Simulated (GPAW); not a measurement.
The C K edge of atom 5 in Fe2C (Pnnm), with 4 Fe at 1.92 Å and 2 Fe at 1.94 Å (octahedral, site symmetry 2/m), was computed in 2 ways: excited-electron core hole (neutral cell) and no core hole. Program and functional: GPAW, LDA, Gaussian full width 0.9 eV up to 4 eV, rising linearly to 3.5 eV at 25 eV; cells of 6 and 24 atoms (the run without a hole in the smaller).

Each run is counted from its own lowest empty level or Fermi level and scaled to a mean of 1 over its first 20 eV.

| E (eV) | run 1 | run 2 |
| --- | --- | --- |
| -2.00 | 0.00 | 0.00 |
| -1.25 | 0.00 | 0.00 |
| -0.50 | 0.05 | 0.10 |
| 0.25 | 0.37 | 0.80 |
| 1.00 | 0.59 | 2.02 |
| 1.75 | 1.54 | 3.08 |
| 2.50 | 2.27 | 2.49 |
| 3.25 | 2.26 | 1.01 |
| 4.00 | 1.39 | 0.52 |
| 4.75 | 0.76 | 0.58 |
| 5.50 | 0.88 | 1.05 |
| 6.25 | 1.26 | 1.08 |
| 7.00 | 0.84 | 0.44 |
| 7.75 | 0.41 | 0.45 |
| 8.50 | 0.66 | 0.93 |
| 9.25 | 1.07 | 1.19 |
| 10.00 | 1.21 | 1.11 |
| 10.75 | 1.12 | 0.95 |
| 11.50 | 1.03 | 0.85 |
| 12.25 | 0.94 | 0.74 |
| 13.00 | 0.79 | 0.62 |
| 13.75 | 0.65 | 0.58 |
| 14.50 | 0.63 | 0.65 |
| 15.25 | 0.70 | 0.72 |
| 16.00 | 0.76 | 0.77 |
| 16.75 | 0.82 | 0.84 |
| 17.50 | 0.92 | 0.91 |
| 18.25 | 1.01 | 0.92 |
| 19.00 | 1.01 | 0.84 |
| 19.75 | 0.93 | 0.73 |
| 20.50 | 0.84 | 0.67 |
| 21.25 | 0.79 | 0.63 |
| 22.00 | 0.77 | 0.60 |
| 22.75 | 0.72 | 0.55 |
| 23.50 | 0.64 | 0.51 |
| 24.25 | 0.57 | 0.48 |
| 25.00 | 0.54 | 0.47 |
| 25.75 | 0.53 | 0.48 |
| 26.50 | 0.54 | 0.50 |
| 27.25 | 0.55 | 0.51 |
| 28.00 | 0.56 | 0.53 |
| 28.75 | 0.58 | 0.55 |
| 29.50 | 0.61 | 0.56 |
| 30.25 | 0.62 | 0.56 |
| 31.00 | 0.61 | 0.54 |
| 31.75 | 0.59 | 0.51 |

**Question.** Which run is which?

Run 1: no core hole (area from −2 to 6 eV 7.8, main maxima 2.9 eV (2.44), 6.3 eV (1.26), 9.9 eV (1.21) and 18.6 eV (1.02)). Run 2: excited-electron core hole (neutral cell) (area from −2 to 6 eV 8.9, main maxima 1.9 eV (3.10), 5.9 eV (1.20), 9.4 eV (1.20) and 17.9 eV (0.93)). With each curve scaled to its own mean, the area from −2 to 6 eV with the hole is 8.9 against 7.8, and the centre of weight from −1 to 20 eV moves by -0.8 eV; the shape changes all the same, by 47 % r.m.s.

[Hosts, paths, dates, database ids (printed as entryN), source tags and the programs' standing remarks are cut or masked in the printed files.]

[Lists of maxima count a maximum above −3 eV only where it reaches 4 % of the highest in the window and stands out from its surroundings by 2 % of it (1.5 % where it reaches 55 %); shoulders and weaker maxima are passed over, and of the rest the first, up to two pre-edge ones and the few strongest are named.]
